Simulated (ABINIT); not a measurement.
**GaN (F-43m): ε∞ against volume**

The cell of GaN (F-43m) is scaled evenly and the response computed anew at each volume, on one mesh.

Symmetry: F-43m, No. 216, cubic system. The conventional cell has a = 4.507 Å, b = 4.507 Å, c = 4.507 Å, α = 90.00°, β = 90.00°, γ = 90.00°. Ga on site a is surrounded by 4 N at 1.95 Å. N on site d is surrounded by 4 Ga at 1.95 Å.

Method: ABINIT 10.8.3, LDA, independent particles, k-mesh 13×13×13, Lorentzian half width 0.04 eV.

Launch of the response step: `optic optic.abi`. The series took 7.8 min in all, its band step included, on 4 threads of AMD EPYC (Zen 3), with other jobs on the host.

| V/V₀ | V (Å³, primitive cell) | ε∞ |
| --- | --- | --- |
| 0.94 | 21.51 | ? |
| 0.97 | 22.20 | 5.874 |
| 1.00 | 22.89 | 6.078 |
| 1.03 | 23.57 | 6.297 |
| 1.06 | 24.26 | 6.552 |

For small changes the quantity should be close to linear in ln V.

Working, on the rows shown:

| x = ln(V/V₀) | y = ε∞ |
| --- | --- |
| -0.0304592 | 5.874 |
| 0 | 6.078 |
| 0.0295588 | 6.297 |
| 0.0582689 | 6.552 |

Means: x̄ = 0.014342, ȳ = 6.2002. Σ(x − x̄)(y − ȳ) = 0.03329, Σ(x − x̄)² = 0.004374. Slope = 0.03329 / 0.004374 = 7.612; intercept = ȳ − slope · x̄ = 6.0911. The line misses the rows shown by at most 0.019.

**Question.** Predict the last column of the withheld row from the fit.

**Answer.** At x = -0.061875 the line gives y = 5.6201. The run gave 5.706, so the extrapolation is off by 0.086, 10 % of the range in the table. Beyond its data the fit drifts from the curve.

Between the rows on either side of x = 0 the slope is (6.297 − 5.874) / (0.029559 − (-0.030459)) = 7.048. So d ln ε∞/d ln V = +1.16 at V₀: ε∞ falls under slight compression. Fixed polarisabilities with Lorentz local fields (Clausius-Mossotti) would give −(ε − 1)(ε + 2)/3ε = -2.25, so the polarisability itself falls as the cell is compressed. Excitons are left out and so are local fields; LDA gaps are as a rule too small. The values come from a sum over the points of one k-mesh and carry its error, which grows as the direct gap shrinks. Spin-orbit coupling is left out.
